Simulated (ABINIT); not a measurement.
# A GW chain in ABINIT: Ca2H6Os (Fm-3m), part 3 of 3

Aim: the G0W0 gap of Ca2H6Os (Fm-3m) on PBEsol, step by step.

ABINIT 10.8.3; PBEsol and many-body steps on it, plane waves. Known limits of the many-body steps: not at the basis limit; no spin polarisation; d states lean on the start; no spin-orbit coupling; coarse k mesh.

So far. Step 4 (Empty states on the mesh, 2×2×2 mesh, 63 bands): On this mesh the gap is 2.604 eV. Step 5 (Screening, 2×2×2 mesh, 59 bands, screening to 87.1 eV): Local fields lower ε∞ by 17 %. On a Γ-centred mesh this coarse the value itself is usually too large, while a short band sum pulls it down.

### 6. Self-energy, 2×2×2 mesh, 59 bands, screening to 87.1 eV

The self-energy is evaluated for the states that the input lists, and the levels follow from it, in one-shot runs by the linearised quasiparticle equation.

This step: G0W0 on PBEsol, plane waves, norm-conserving pseudopotentials.

Input file run.abi:

```
acell 3*1.0 Angstrom
rprim 
  0.000000000000 3.614821300000 3.614821300000
  3.614821300000 0.000000000000 3.614821300000
  3.614821300000 3.614821300000 0.000000000000
ntypat 3
znucl 20 1 76
natom 9
typat 1 1 2 2 2 2 2 2 3
xred 
  0.250000000000 0.250000000000 0.250000000000
  0.750000000000 0.750000000000 0.750000000000
  0.762819760000 0.237180240000 0.237180240000
  0.237180240000 0.762819760000 0.762819760000
  0.237180240000 0.762819760000 0.237180240000
  0.762819760000 0.237180240000 0.762819760000
  0.237180240000 0.237180240000 0.762819760000
  0.762819760000 0.762819760000 0.237180240000
  0.000000000000 0.000000000000 0.000000000000
pp_dirpath "pseudos"
pseudos "Ca.upf, H.upf, Os.upf"
ecut 33
ngkpt 2 2 2
nshiftk 1
shiftk 0 0 0
kptopt 1
chksymbreak 0
istwfk *1
occopt 1
irdwfk 1
optdriver 4
nband 59
gwcalctyp 0
ecutsigx 33
symsigma 1
nkptgw 2
kptgw 
  0.5000000000 0.5000000000 0.0000000000
  0.0000000000 0.0000000000 0.0000000000
bdgw 
  20 23
  19 23
ecuteps 3.2
irdscr 1
ppmodel 1
indata_prefix "in"
outdata_prefix "out"
tmpdata_prefix "tmp"
```

Run with:

```sh
$ OMP_NUM_THREADS=1 mpirun -n 4 abinit run.abi > log
```

Numbers of over 12 decimals in the logs are rounded to 6 here.

Log:

```text
.Version 10.8.3 of ABINIT. v10.8.2 released Aug 2026.

 Symmetries : space group Fm -3 m (#225); Bravais cF (face-center cubic)
[... echo of the input left out ...]
== DATASET  1 ==================================================================
-   mpi_nproc: 4, omp_nthreads: 1 (-1 if OMP is not activated)

--- !DatasetInfo
iteration_state: {dtset: 1, }
dimensions: {natom: 9, nkpt: 3, mband: 59, nsppol: 1, nspinor: 1, nspden: 1, mpw: 5817, }
cutoff_energies: {ecut:  33.0, pawecutdg:  -1.0, }
electrons: {nelect:   4.20000000E+01, charge:   0.00000000E+00, occopt:   1.00000000E+00, tsmear:   1.00000000E-02, }

 SIGMA: Calculation of the GW corrections

 Based on a program developped by R.W. Godby, V. Olevano, G. Onida, and L. Reining.
 Incorporated in ABINIT by V. Olevano, G.-M. Rignanese, and M. Torrent.
.Using double precision arithmetic ; gwpc =  8

[... cell and pseudopotentials left out ...]
--------------------------------------------------------------------------------

 ==== K-mesh for the wavefunctions ====
 Number of points in the irreducible wedge :     3
[... list of points left out ...]
 Together with 48 symmetry operations and time-reversal symmetry
 yields     8 points in the full Brillouin Zone.

 ==== Q-mesh for screening function ====
 Number of points in the irreducible wedge :     3
[... list of points left out ...]
 Together with 48 symmetry operations and time-reversal symmetry
 yields     8 points in the full Brillouin Zone.

 vcoul_init : cutoff-mode = AUXILIARY_FUNCTION
 q-points for optical limit:   1
     1)      0.000010    0.000020    0.000030
 setmesh: FFT mesh size selected  =    50x   50x   50
          total number of points  =       125000

 Number of electrons calculated from density =   42.0000; Expected =   42.0000
 average of density, n =  0.065881
 r_s =    1.5360
 omega_plasma =   24.7592 [eV]

 === KS Band Gaps ===
  >>>> For spin  1
   Minimum direct gap =   2.6043 [eV], located at k-point      :   0.5000  0.5000  0.0000
   Fundamental gap    =   2.6043 [eV], Top of valence bands at :   0.5000  0.5000  0.0000
                                       Bottom of conduction at :   0.5000  0.5000  0.0000
 SIGMA fundamental parameters:
 PLASMON POLE MODEL  1
 number of plane-waves for SigmaX                 5817
 number of plane-waves for SigmaC and W            169
 number of plane-waves for wavefunctions          5817
 number of bands                                    59
 number of independent spin polarizations            1
 number of spinorial components                      1
 number of k-points in IBZ                           3
 number of q-points in IBZ                           3
 number of symmetry operations                      48
 number of k-points in BZ                            8
 number of q-points in BZ                            8
 number of frequencies for dSigma/dE                 9
 frequency step for dSigma/dE [eV]                0.25
 number of omega for Sigma on real axis              0
 max omega for Sigma on real axis  [eV]           0.00
 zcut for avoiding poles [eV]                     0.10

 EPSILON^-1 parameters (SCR file):
 dimension of the eps^-1 matrix on file            169
 dimension of the eps^-1 matrix used               169
 number of plane-waves for wavefunctions          5817
 number of bands                                    59
 number of q-points in IBZ                           3
 number of frequencies                               2
 number of real frequencies                          1
 number of imag frequencies                          1

 matrix elements of self-energy operator (all in [eV])

 Perturbative Calculation

--- !SelfEnergy_ee
iteration_state: {dtset: 1, }
kpoint     : [   0.500,    0.500,    0.000, ]
spin       : 1
KS_gap     :    2.604
QP_gap     :    3.824
Delta_QP_KS:    1.220
data: !SigmaeeData |
     Band     E0 <VxcDFT>   SigX SigC(E0)      Z dSigC/dE  Sig(E)    E-E0       E
       20   4.616 -17.054 -19.640   3.424   0.799  -0.252 -16.385   0.670   5.286
       21   4.616 -17.054 -19.640   3.424   0.799  -0.252 -16.385   0.670   5.286
       22   7.221 -13.746  -8.661  -2.815   0.832  -0.202 -11.857   1.890   9.110
       23   8.171 -12.329  -6.155  -3.474   0.834  -0.199 -10.077   2.252  10.422

--- !SelfEnergy_ee
iteration_state: {dtset: 1, }
kpoint     : [   0.000,    0.000,    0.000, ]
spin       : 1
KS_gap     :    4.543
QP_gap     :    6.540
Delta_QP_KS:    1.997
data: !SigmaeeData |
     Band     E0 <VxcDFT>   SigX SigC(E0)      Z dSigC/dE  Sig(E)    E-E0       E
       19   4.447 -16.649 -19.388   3.422   0.799  -0.251 -16.103   0.546   4.992
       20   4.447 -16.649 -19.388   3.422   0.799  -0.251 -16.103   0.546   4.992
       21   4.447 -16.649 -19.388   3.422   0.799  -0.251 -16.103   0.546   4.992
       22   8.990 -14.735  -8.063  -3.584   0.823  -0.215 -12.193   2.542  11.532
       23   8.990 -14.735  -8.063  -3.584   0.823  -0.215 -12.193   2.542  11.532

== END DATASET(S) ==============================================================
================================================================================

 -outvars: echo values of variables after computation  --------
           etotal      0.0000000000E+00
            nband          59
             nkpt           3
          spgroup         225
 [... the other variables as echoed above ...]

 Calculation completed.
```

Run time: 6.5 s. Hardware: 4 MPI ranks of Intel Xeon Platinum 8259CL at 2.50GHz (Skylake/Cascade Lake), shared host; peak memory 0.72 GiB; 25 s of CPU time.

Numbers from this step:

```
G0W0 gap on the points computed              : 3.824 eV
starting gap on the mesh                     : 2.604 eV
k of the valence top                         : 0.5, 0.5, 0
k of the conduction bottom                   : 0.5, 0.5, 0
Z at the valence top                         : 0.799
Z at the conduction bottom                   : 0.832
least direct G0W0 gap on the computed points : 3.824 eV
```

The gap on the mesh goes from 2.60 eV to 3.82 eV, a correction of +1.22 eV.

Limits: finite bands, cutoff and mesh; no spin polarisation; d states lean on the start; no spin-orbit coupling; coarse k mesh. v1 is the top filled band, c1 the lowest empty one. Levels before and after the correction, in eV, zero at the valence-band top of each column:

```csv
,conduction bottom,valence top
Kohn-Sham,2.60,0.00
G0W0,3.82,0.00
```

```csv
,level,energy (eV)
Kohn-Sham,(0.5 0.5 0) v2-v1,0.000
Kohn-Sham,(0.5 0.5 0) c1,2.604
Kohn-Sham,(0.5 0.5 0) c2,3.554
G0W0,(0.5 0.5 0) v2-v1,0.000
G0W0,(0.5 0.5 0) c1,3.824
G0W0,(0.5 0.5 0) c2,5.136
```

### 7. Where the time went

Times are wall times on the hardware named with each run, good to a factor of about two.

```csv
step,time,share,memory (GiB)
ground state,51 s,37 %,0.42
bands along the symmetry lines,54 s,38 %,0.38
empty states on the mesh,18 s,13 %,0.27
screening,11 s,8 %,0.99
self-energy,6.5 s,5 %,0.72
```

### 8. Results

* PBEsol gap: 2.60 eV, indirect (only 9 meV under the direct gap)
* G0W0 gap on the mesh: 3.82 eV
* GW settings: 2×2×2 mesh, 59 bands, screening to 87.1 eV, Godby-Needs plasmon pole
* known limits: not at the basis limit; no spin polarisation; d states lean on the start; no spin-orbit coupling; coarse k mesh

G0W0 moves the gap on the mesh from 2.60 eV to 3.82 eV (+1.22 eV), with Z of 0.80 and 0.83 at the edges. Local fields lower the RPA ε∞ on this mesh from 5.69 to 4.73; a Γ-centred mesh this coarse tends to raise both, most where the direct gap is narrow, while a short band sum lowers them. Only 2 of the mesh's irreducible points were corrected, so a valley elsewhere could overtake. Bands and cutoff are finite, so the gap is not at the basis limit. The miss can reach some tenths of an eV and take either sign; the mesh is an error of its own. In the G0W0 run levels were corrected at 2 k points alone, so a gap called «on the mesh» is the least over those, and an edge elsewhere would be missed. The 2×2×2 mesh is coarse for this cell, which bears on the long-range parts of exchange and screening. The runs have no spin polarisation. For a closed low-spin shell that is the natural state; where a d or f shell is open it is a constraint, and the gap is then not the crystal's own. With d states at the gap, one-shot GW leans hard on its start. The many-body steps are scalar-relativistic: spin-orbit coupling is not in them.

[Paths, hosts, dates, memory and timing lines, banners, echoed tables and standing remarks are left out of the program output.]

[Logs are printed without paths, hosts, clocks, repeated set-up lines and the standing remarks that a program may print on its own settings, such as how far it seeks lower states.]

[Runs of the session that timed out or met a known fault of the program may be left out.]

[Hosts, paths, dates, database ids (printed as entryN), source tags and the programs' standing remarks are cut or masked in the printed files.]

[G0W0 gaps are taken among the corrected bands and points alone; a level outside them can change the order at an edge.]

[Where Ansatz stands beside ABINIT at settings called matched, ABINIT's density can come from a denser mesh and the files from another edition; pairs whose starting gaps differed by over 0.03 eV were left out, so agreement reads better than it is.]
